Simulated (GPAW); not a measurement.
# Al K ELNES/XANES of MgMn2Al2O6 (P1) from DFT

What does one-electron theory with a core hole give for the Al K edge of MgMn2Al2O6 (P1)?

Method: X-ray absorption from dipole matrix elements to empty bands, plane-wave PAW PBE+U, in GPAW 26.7.0.

Most raw output is cut from this account.

### 1. The structure

The cell holds 11 atoms: 2 Mn, 2 Al, 1 Mg and 6 O. Cell: a = 4.992 Å, b = 5.541 Å, c = 5.732 Å, α = 69.6°, β = 67.3°, γ = 64.8°.

### 2. Ground state of the crystal

A plain self-consistent run shows whether there is a gap and which moments survive; both decide the set-up of the core-hole run.

Input file scf.py:

```python
import numpy as np
from ase import Atoms
from ase.parallel import parprint, paropen
from gpaw import GPAW, PW, FermiDirac, Mixer, MixerDif, setup_paths
from gpaw.test import gen
setup_paths.insert(0, '.')
gen('Al', name='nch1s', xcname='PBE', corehole=(1, 0, 0), write_xml=True)
from gpaw.mpi import world
world.barrier()

atoms = Atoms('Mn2Al2MgO6',
    cell=[[4.99243128, 0, 0],
     [2.3550023, 5.01509355, 0],
     [2.21448647, 1.17033366, 5.15527012]],
    scaled_positions=[[0.48193835, 0.05173212, 0.88156138],
     [0.26721511, 0.91515347, 0.45638021],
     [0.93525518, 0.47773096, 0.65918138],
     [0.05960184, 0.61880844, 0.10207228],
     [0.64050881, 0.33208084, 0.22930362],
     [0.08639005, 0.26617703, 0.18044793],
     [0.71765355, 0.27478977, 0.88406403],
     [0.32134269, 0.24201619, 0.55576841],
     [0.75687915, 0.70145001, 0.39824055],
     [0.34270998, 0.71408884, 0.12782186],
     [0.97800631, 0.71847334, 0.78904636]],
    magmoms=[4.0, 4.0, 0.0, 0.0, 0.0, 0.0, 0.0, 0.0, 0.0, 0.0, 0.0],
    pbc=True)
atoms.calc = calc = GPAW(legacy_gpaw=True, mode=PW(500, force_complex_dtype=True), xc='PBE', setups={'Mn': ':d,4', 2: 'nch1s'},
    kpts={'size': (3, 3, 3), 'gamma': True}, occupations=FermiDirac(0.05),
    charge=0, mixer=MixerDif(0.05, 8, 50), maxiter=150,
    convergence={'density': 0.0001, 'eigenstates': 1e-6}, txt='scf.txt')
energy = atoms.get_potential_energy() + calc.get_reference_energy()
ef = calc.get_fermi_level()
out = dict(energy=energy, fermi=ef, forces=atoms.get_forces().tolist(), magmoms=atoms.get_magnetic_moments().tolist())
parprint(f'all-electron energy {energy:.4f} eV, Fermi level {ef:.4f} eV')
ev = np.array([[calc.get_eigenvalues(k, s) for k in range(len(calc.get_ibz_k_points()))] for s in range(calc.get_number_of_spins())])
out['homo'], out['lumo'], out['counts'] = ev[ev < ef].max(), ev[ev > ef].min(), sorted(set((ev < ef).sum((0, 2)).tolist()))
out['filled'] = (ev[:, 0] < ef).sum(1).tolist()
import json
with paropen('out.json', 'w') as f:
    json.dump(out, f)
```

On the command line:

```sh
$ OMP_NUM_THREADS=1 mpirun -n 4 gpaw python scf.py
```

Run time: 23 s. Hardware: 4 MPI ranks of AMD EPYC 9R45 (Zen 5), shared host; peak memory 0.35 GiB.

The mesh shows a gap of 1.59 eV, so the hole is first treated in a charged cell, without the excited electron.

Site moments (μB): 4.50, 4.53, 0.01, 0.01, 0.00, 0.04, 0.03, 0.04, 0.02, 0.03, 0.03.

### 3. Cell without a hole, the energy reference

The photon energy needs a difference of total energies, so the cell and mesh of the coming hole run are first run without a hole.

Edit scf.py of step 2 so:

```diff
@@ -28,3 +28,3 @@
 atoms.calc = calc = GPAW(legacy_gpaw=True, mode=PW(500, force_complex_dtype=True), xc='PBE', setups={'Mn': ':d,4', 2: 'nch1s'},
-    kpts={'size': (3, 3, 3), 'gamma': True}, occupations=FermiDirac(0.05),
+    kpts={'size': (3, 3, 3), 'gamma': True}, occupations=FermiDirac(0.02),
     charge=0, mixer=MixerDif(0.05, 8, 50), maxiter=150,
```

Run time: 23 s. Hardware: 4 MPI ranks; peak memory 0.35 GiB; 90 s of CPU time.

Reference energy: -94009.991 eV with the cores included.

### 4. Spectrum with FCH, Al atom 3

The holes are 5.0 Å apart. In GPAW the data set carries the hole's charge, so charge=0 means a charged cell and charge=-1 a neutral one. The excited electron is left out and a uniform background balances the charge. After the field has converged, empty bands are computed with the density fixed and the dipole matrix elements are summed.

The absorber has 1 O at 1.75 Å, 1 O at 1.81 Å, 1 O at 1.83 Å and 1 O at 1.85 Å (distorted tetrahedral, site symmetry 1).

Input file xas.py:

```python
import numpy as np
from ase import Atoms
from ase.parallel import parprint, paropen
from gpaw import GPAW, PW, FermiDirac, Mixer, MixerDif, setup_paths
from gpaw.test import gen
setup_paths.insert(0, '.')
gen('Al', name='fch1s', xcname='PBE', corehole=(1, 0, 1), write_xml=True)
from gpaw.mpi import world
world.barrier()

atoms = Atoms('Mn2Al2MgO6',
    cell=[[4.99243128, 0, 0],
     [2.3550023, 5.01509355, 0],
     [2.21448647, 1.17033366, 5.15527012]],
    scaled_positions=[[0.48193835, 0.05173212, 0.88156138],
     [0.26721511, 0.91515347, 0.45638021],
     [0.93525518, 0.47773096, 0.65918138],
     [0.05960184, 0.61880844, 0.10207228],
     [0.64050881, 0.33208084, 0.22930362],
     [0.08639005, 0.26617703, 0.18044793],
     [0.71765355, 0.27478977, 0.88406403],
     [0.32134269, 0.24201619, 0.55576841],
     [0.75687915, 0.70145001, 0.39824055],
     [0.34270998, 0.71408884, 0.12782186],
     [0.97800631, 0.71847334, 0.78904636]],
    magmoms=[4.0, 4.0, 0.0, 0.0, 0.0, 0.0, 0.0, 0.0, 0.0, 0.0, 0.0],
    pbc=True)
atoms.calc = calc = GPAW(legacy_gpaw=True, mode=PW(500, force_complex_dtype=True), xc='PBE', setups={'Mn': ':d,4', 2: 'fch1s'},
    kpts={'size': (3, 3, 3), 'gamma': True}, occupations=FermiDirac(0.02),
    charge=0, mixer=MixerDif(0.05, 8, 50), maxiter=150,
    convergence={'density': 0.0001, 'eigenstates': 1e-6}, txt='scf.txt')
energy = atoms.get_potential_energy() + calc.get_reference_energy()
ef = calc.get_fermi_level()
out = dict(energy=energy, fermi=ef, forces=atoms.get_forces().tolist(), magmoms=atoms.get_magnetic_moments().tolist())
parprint(f'all-electron energy {energy:.4f} eV, Fermi level {ef:.4f} eV')
ev = np.array([[calc.get_eigenvalues(k, s) for k in range(len(calc.get_ibz_k_points()))] for s in range(calc.get_number_of_spins())])
out['homo'], out['lumo'], out['counts'] = ev[ev < ef].max(), ev[ev > ef].min(), sorted(set((ev < ef).sum((0, 2)).tolist()))
out['filled'] = (ev[:, 0] < ef).sum(1).tolist()

from ase.units import Ha
from gpaw.xas import dipole_matrix_elements
nb = int(calc.get_number_of_electrons() / 2) + 90
top, nb = nb, nb + 8 + nb // 12
nscf = calc.fixed_density(kpts={'size': (4, 4, 3), 'gamma': True}, nbands=nb,
    convergence={'bands': top, 'eigenstates': 5e-3}, maxiter=60, txt='nscf.txt')
cell = atoms.cell.array
ops = [cell.T @ U.T @ np.linalg.inv(cell.T) for U in nscf.wfs.kd.symmetry.op_scc]
filled = [46, 36]  # bands filled in the ground state, by spin
E = np.arange(-6, 34, 0.1)
fwhm = np.interp(E, [4, 25], [0.9, 3.5])
Y, X, zero, highest = 0, 0, 1e9, 1e9
for spin in range(nscf.get_number_of_spins()):
    wfs = nscf.wfs
    mine = wfs.bd.get_slice()  # this rank's bands
    A = dipole_matrix_elements(wfs.setups[2])
    eps = np.zeros((wfs.kd.nibzkpts, nb))
    d = np.zeros((3, A.shape[1], wfs.kd.nibzkpts, nb), complex)
    for kpt in wfs.kpt_u:
        if kpt.s == spin and 2 in kpt.P_ani:
            eps[kpt.k, mine] = kpt.eps_n * Ha
            d[:, :, kpt.k, mine] = (kpt.weight * wfs.nspins / 2) ** 0.5 * np.inner(A, kpt.P_ani[2])
    world.sum(eps)
    world.sum(d)
    T = np.einsum('amkn,bmkn->abkn', d, d.conj()).real
    T = sum(np.einsum('ai,ijkn,bj->abkn', R, T, R) for R in ops) / len(ops)
    empty = np.ones_like(eps, bool) & (np.arange(nb) >= filled[spin])
    zero, highest = min(zero, eps[empty].min()), min(highest, eps[:, top - 1].min())
    lines = [(eps, T, empty)] if spin == 0 else lines + [(eps, T, empty)]
for eps, T, empty in lines:
    f = np.einsum('aakn->akn', T).reshape(3, -1)
    x = eps.ravel() - zero
    w = np.interp(x, E, fwhm) / 2.35482
    g = np.exp(-0.5 * ((E[:, None] - x) / w) ** 2) / (w * (2 * np.pi) ** 0.5)
    Y = Y + (f * empty.ravel()) @ g.T
    X = X + (f * ~empty.ravel()) @ g.T
out.update(E=E.round(2).tolist(), xas=Y.tolist(), xes=X.tolist(), zero=zero, valid=highest - zero, nk=len(eps), nb=nb)
for i in range(0, len(E), 10):
    parprint(f'{E[i]:7.2f}', *(f'{v:10.3e}' for v in Y[:, i]))
import json
with paropen('out.json', 'w') as f:
    json.dump(out, f)
```

On the command line:

```sh
$ OMP_NUM_THREADS=1 mpirun -n 4 gpaw python xas.py
```

Run time: 58 s. Hardware: 4 MPI ranks; peak memory 0.56 GiB; 3.8 min of CPU time.

The Al K spectrum, Al atom 3, full core hole (charged cell) (energy from the lowest empty level; intensity scaled to a mean of 1 over the first 20 eV; polarised curves are means over the symmetry-equivalent atoms):

| E (eV) | isotropic | ε ∥ x | ε ∥ y | ε ∥ z |
| --- | --- | --- | --- | --- |
| -2.0 | 0.00 | 0.00 | 0.00 | 0.00 |
| -1.5 | 0.00 | 0.00 | 0.00 | 0.00 |
| -1.0 | 0.00 | 0.00 | 0.00 | 0.00 |
| -0.5 | 0.00 | 0.00 | 0.00 | 0.00 |
| 0.0 | 0.00 | 0.00 | 0.00 | 0.00 |
| 0.5 | 0.00 | 0.00 | 0.01 | 0.00 |
| 1.0 | 0.01 | 0.01 | 0.02 | 0.02 |
| 1.5 | 0.04 | 0.03 | 0.03 | 0.05 |
| 2.0 | 0.11 | 0.10 | 0.10 | 0.13 |
| 2.5 | 0.33 | 0.28 | 0.26 | 0.45 |
| 3.0 | 0.61 | 0.50 | 0.46 | 0.86 |
| 3.5 | 0.85 | 0.81 | 0.71 | 1.03 |
| 4.0 | 1.23 | 1.02 | 1.10 | 1.58 |
| 4.5 | 1.62 | 1.14 | 1.40 | 2.31 |
| 5.0 | 1.74 | 1.25 | 1.61 | 2.37 |
| 5.5 | 1.97 | 1.69 | 1.86 | 2.37 |
| 6.0 | 2.13 | 2.18 | 1.96 | 2.27 |
| 6.5 | 1.97 | 2.36 | 1.89 | 1.65 |
| 7.0 | 1.71 | 2.32 | 1.80 | 1.01 |
| 7.5 | 1.42 | 1.91 | 1.66 | 0.69 |
| 8.0 | 1.09 | 1.31 | 1.43 | 0.54 |
| 8.5 | 0.87 | 0.93 | 1.19 | 0.49 |
| 9.0 | 0.78 | 0.83 | 1.01 | 0.50 |
| 9.5 | 0.78 | 0.89 | 0.90 | 0.54 |
| 10.0 | 0.82 | 0.98 | 0.90 | 0.58 |
| 10.5 | 0.88 | 1.00 | 1.00 | 0.64 |
| 11.0 | 0.92 | 0.93 | 1.10 | 0.74 |
| 11.5 | 0.92 | 0.80 | 1.11 | 0.85 |
| 12.0 | 0.90 | 0.70 | 1.02 | 0.98 |
| 12.5 | 0.90 | 0.66 | 0.92 | 1.11 |
| 13.0 | 0.94 | 0.70 | 0.88 | 1.24 |
| 13.5 | 1.02 | 0.81 | 0.94 | 1.33 |
| 14.0 | 1.11 | 0.94 | 1.05 | 1.33 |
| 14.5 | 1.15 | 1.06 | 1.14 | 1.25 |
| 15.0 | 1.16 | 1.15 | 1.18 | 1.16 |
| 15.5 | 1.14 | 1.17 | 1.14 | 1.09 |
| 16.0 | 1.09 | 1.15 | 1.05 | 1.08 |
| 16.5 | 1.05 | 1.10 | 0.96 | 1.09 |
| 17.0 | 1.02 | 1.05 | 0.90 | 1.10 |
| 17.5 | 1.01 | 1.01 | 0.91 | 1.10 |
| 18.0 | 1.01 | 1.00 | 0.95 | 1.08 |
| 18.5 | 1.02 | 1.01 | 1.01 | 1.04 |
| 19.0 | 1.03 | 1.02 | 1.07 | 1.01 |
| 19.5 | 1.04 | 1.04 | 1.09 | 0.97 |
| 20.0 | 1.02 | 1.05 | 1.08 | 0.94 |
| 20.5 | 0.99 | 1.04 | 1.03 | 0.90 |
| 21.0 | 0.94 | 1.02 | 0.95 | 0.86 |
| 21.5 | 0.88 | 0.98 | 0.86 | 0.80 |
| 22.0 | 0.81 | 0.93 | 0.77 | 0.74 |
| 22.5 | 0.75 | 0.86 | 0.70 | 0.67 |
| 23.0 | 0.68 | 0.79 | 0.64 | 0.61 |
| 23.5 | 0.63 | 0.72 | 0.60 | 0.56 |
| 24.0 | 0.58 | 0.66 | 0.57 | 0.52 |
| 24.5 | 0.55 | 0.60 | 0.55 | 0.49 |
| 25.0 | 0.52 | 0.55 | 0.53 | 0.46 |
| 25.5 | 0.49 | 0.51 | 0.51 | 0.44 |
| 26.0 | 0.47 | 0.48 | 0.50 | 0.43 |
| 26.5 | 0.45 | 0.46 | 0.48 | 0.42 |
| 27.0 | 0.44 | 0.43 | 0.47 | 0.41 |
| 27.5 | 0.42 | 0.41 | 0.46 | 0.40 |
| 28.0 | 0.41 | 0.39 | 0.45 | 0.40 |
| 28.5 | 0.41 | 0.37 | 0.43 | 0.41 |
| 29.0 | 0.40 | 0.36 | 0.42 | 0.42 |
| 29.5 | 0.40 | 0.36 | 0.41 | 0.44 |
| 30.0 | 0.41 | 0.36 | 0.40 | 0.47 |
| 30.5 | 0.42 | 0.37 | 0.39 | 0.49 |
| 31.0 | 0.42 | 0.38 | 0.38 | 0.51 |
| 31.5 | 0.43 | 0.40 | 0.37 | 0.53 |
| 32.0 | 0.44 | 0.41 | 0.37 | 0.53 |

Main maxima below 24 eV (height): 6.0 eV (2.13) and 14.8 eV (1.16). A K edge sees empty p states on the absorber.

The hole costs E(hole) − E(ground) = 1551.46 eV, and the lowest empty level of the hole cell on the spectrum's mesh lies at 6.28 eV, which puts the zero at 1557.74 eV. The tabulated edge of the element is 1559 eV. The functional and the charged cell's background leave an error of a few eV in such absolute values.

### 5. Spectrum with FCH, Al atom 4

The holes are 5.0 Å apart. The excited electron is left out and a uniform background balances the charge. After the field has converged, empty bands are computed with the density fixed and the dipole matrix elements are summed.

The absorber has 1 O at 1.77 Å, 1 O at 1.80 Å and 2 O at 1.83 Å (distorted tetrahedral, site symmetry 1).

Edit xas.py of step 4 so:

```diff
@@ -27,3 +27,3 @@
     pbc=True)
-atoms.calc = calc = GPAW(legacy_gpaw=True, mode=PW(500, force_complex_dtype=True), xc='PBE', setups={'Mn': ':d,4', 2: 'fch1s'},
+atoms.calc = calc = GPAW(legacy_gpaw=True, mode=PW(500, force_complex_dtype=True), xc='PBE', setups={'Mn': ':d,4', 3: 'fch1s'},
     kpts={'size': (3, 3, 3), 'gamma': True}, occupations=FermiDirac(0.02),
@@ -54,3 +54,3 @@
     mine = wfs.bd.get_slice()  # this rank's bands
-    A = dipole_matrix_elements(wfs.setups[2])
+    A = dipole_matrix_elements(wfs.setups[3])
     eps = np.zeros((wfs.kd.nibzkpts, nb))
@@ -58,5 +58,5 @@
     for kpt in wfs.kpt_u:
-        if kpt.s == spin and 2 in kpt.P_ani:
+        if kpt.s == spin and 3 in kpt.P_ani:
             eps[kpt.k, mine] = kpt.eps_n * Ha
-            d[:, :, kpt.k, mine] = (kpt.weight * wfs.nspins / 2) ** 0.5 * np.inner(A, kpt.P_ani[2])
+            d[:, :, kpt.k, mine] = (kpt.weight * wfs.nspins / 2) ** 0.5 * np.inner(A, kpt.P_ani[3])
     world.sum(eps)
```

It took 59 s on 4 MPI ranks; peak memory 0.57 GiB.

The Al K spectrum, Al atom 4, full core hole (charged cell) (energy from the lowest empty level; intensity scaled to a mean of 1 over the first 20 eV; polarised curves are means over the symmetry-equivalent atoms):

| E (eV) | isotropic | ε ∥ x | ε ∥ y | ε ∥ z |
| --- | --- | --- | --- | --- |
| -2.0 | 0.00 | 0.00 | 0.00 | 0.00 |
| -1.0 | 0.00 | 0.00 | 0.00 | 0.00 |
| 0.0 | 0.00 | 0.00 | 0.00 | 0.00 |
| 1.0 | 0.03 | 0.02 | 0.04 | 0.03 |
| 2.0 | 0.23 | 0.16 | 0.32 | 0.21 |
| 3.0 | 0.78 | 0.92 | 1.01 | 0.41 |
| 4.0 | 1.75 | 1.88 | 2.44 | 0.91 |
| 5.0 | 1.47 | 1.47 | 1.76 | 1.17 |
| 6.0 | 1.53 | 1.26 | 1.51 | 1.81 |
| 7.0 | 1.24 | 0.75 | 0.96 | 2.00 |
| 8.0 | 0.86 | 0.52 | 0.69 | 1.38 |
| 9.0 | 0.79 | 0.71 | 0.56 | 1.10 |
| 10.0 | 0.88 | 0.90 | 0.66 | 1.06 |
| 11.0 | 1.04 | 1.20 | 0.86 | 1.06 |
| 12.0 | 1.15 | 1.37 | 0.99 | 1.09 |
| 13.0 | 1.24 | 1.43 | 1.10 | 1.20 |
| 14.0 | 1.20 | 1.26 | 1.14 | 1.21 |
| 15.0 | 1.17 | 1.18 | 1.13 | 1.20 |
| 16.0 | 1.19 | 1.27 | 1.08 | 1.21 |
| 17.0 | 1.11 | 1.19 | 0.99 | 1.13 |
| 18.0 | 0.97 | 0.99 | 0.91 | 1.02 |
| 19.0 | 0.89 | 0.89 | 0.88 | 0.90 |
| 20.0 | 0.86 | 0.89 | 0.91 | 0.78 |
| 21.0 | 0.82 | 0.87 | 0.89 | 0.69 |
| 22.0 | 0.71 | 0.76 | 0.78 | 0.60 |
| 23.0 | 0.60 | 0.63 | 0.64 | 0.52 |
| 24.0 | 0.52 | 0.54 | 0.57 | 0.46 |
| 25.0 | 0.48 | 0.48 | 0.56 | 0.41 |
| 26.0 | 0.46 | 0.44 | 0.55 | 0.39 |
| 27.0 | 0.43 | 0.41 | 0.51 | 0.37 |
| 28.0 | 0.41 | 0.40 | 0.47 | 0.37 |
| 29.0 | 0.40 | 0.40 | 0.44 | 0.36 |
| 30.0 | 0.40 | 0.41 | 0.44 | 0.36 |
| 31.0 | 0.42 | 0.43 | 0.46 | 0.38 |
| 32.0 | 0.45 | 0.46 | 0.48 | 0.41 |

Main maxima below 24 eV (height): 4.1 eV (1.76), 5.7 eV (1.55) and 13.2 eV (1.24). 

The hole costs E(hole) − E(ground) = 1551.60 eV, and the lowest empty level of the hole cell on the spectrum's mesh lies at 6.17 eV, which puts the zero at 1557.77 eV.

### 6. The sites side by side

| atom | surroundings | onset shift (eV) | energy of the highest intensity below 16 eV |
| --- | --- | --- | --- |
| 3 | 1 O at 1.75 Å, 1 O at 1.81 Å, 1 O at 1.83 Å and 1 O at 1.85 Å (distorted tetrahedral, site symmetry 1) | +0.00 | 6.0 |
| 4 | 1 O at 1.77 Å, 1 O at 1.80 Å and 2 O at 1.83 Å (distorted tetrahedral, site symmetry 1) | +0.03 | 4.1 |

On one energy scale, from the first site's zero:

| E (eV) | atom 3 | atom 4 |
| --- | --- | --- |
| -2.0 | 0.00 | 0.00 |
| -1.0 | 0.00 | 0.00 |
| 0.0 | 0.00 | 0.00 |
| 1.0 | 0.01 | 0.03 |
| 2.0 | 0.11 | 0.22 |
| 3.0 | 0.61 | 0.75 |
| 4.0 | 1.23 | 1.73 |
| 5.0 | 1.74 | 1.47 |
| 6.0 | 2.13 | 1.53 |
| 7.0 | 1.71 | 1.25 |
| 8.0 | 1.09 | 0.87 |
| 9.0 | 0.78 | 0.79 |
| 10.0 | 0.82 | 0.87 |
| 11.0 | 0.92 | 1.04 |
| 12.0 | 0.90 | 1.15 |
| 13.0 | 0.94 | 1.24 |
| 14.0 | 1.11 | 1.21 |
| 15.0 | 1.16 | 1.17 |
| 16.0 | 1.09 | 1.19 |
| 17.0 | 1.02 | 1.11 |
| 18.0 | 1.01 | 0.98 |
| 19.0 | 1.03 | 0.89 |
| 20.0 | 1.02 | 0.86 |
| 21.0 | 0.94 | 0.82 |
| 22.0 | 0.81 | 0.72 |
| 23.0 | 0.68 | 0.60 |
| 24.0 | 0.58 | 0.52 |
| 25.0 | 0.52 | 0.48 |
| 26.0 | 0.47 | 0.46 |
| 27.0 | 0.44 | 0.43 |
| 28.0 | 0.41 | 0.41 |
| 29.0 | 0.40 | 0.40 |
| 30.0 | 0.41 | 0.40 |
| 31.0 | 0.42 | 0.42 |
| 32.0 | 0.44 | 0.45 |

### 7. Results

* absorber and edge: Al K, atom 3 of the ground-state input (counted from 1)
* surroundings: 1 O at 1.75 Å, 1 O at 1.81 Å, 1 O at 1.83 Å and 1 O at 1.85 Å (distorted tetrahedral, site symmetry 1)
* highest intensity below 16 eV: 6.0 eV above the zero, height 2.13
* photon energy of the zero (spin-polarised hole, raw): 1557.7 eV (uncertain by a few eV)

What this shows: The Al K edge of atom 3, with 1 O at 1.75 Å, 1 O at 1.81 Å, 1 O at 1.83 Å and 1 O at 1.85 Å (distorted tetrahedral, site symmetry 1), has its highest intensity of the first 16 eV at 6.0 eV above the zero, near 1564 eV in photon energy (uncertain by a few eV), 2.1 times the mean level of the first 20 eV (Gaussian full width 0.9 eV up to 4 eV, rising linearly to 3.5 eV at 25 eV). The Al K spectra of the 2 sites differ in shape by up to 17 % r.m.s. after the best shift, and their zeros spread over 0.03 eV. At the Al K edge of atom 3 polarisation matters most near 7.2 eV, where the curves differ by 1.4 on this scale. The hole lies in one spin channel, while the script sums the empty states of both and takes the lower zero; where the two channels are split, this blurs and shifts the curve. The spins start ferromagnetically in a simple order, which needn't be the measured one; gap and edge can depend on it. The holes are only 5.0 Å apart, so the shape is probably not converged with cell size; no larger cell was run here. The mesh is coarse (0.41 Å⁻¹ between points), so small maxima may be mesh ripples. The structure is a computed Materials Project entry and may be a hypothetical form.

[Logs are printed without paths, hosts, clocks, repeated set-up lines and the standing remarks that a program may print on its own settings, such as how far it seeks lower states.]

[Hosts, paths, dates, database ids (printed as entryN), source tags and the programs' standing remarks are cut or masked in the printed files.]

[Lists of maxima count a maximum above −3 eV only where it reaches 4 % of the highest in the window and stands out from its surroundings by 2 % of it (1.5 % where it reaches 55 %); shoulders and weaker maxima are passed over, and of the rest the first, up to two pre-edge ones and the few strongest are named.]
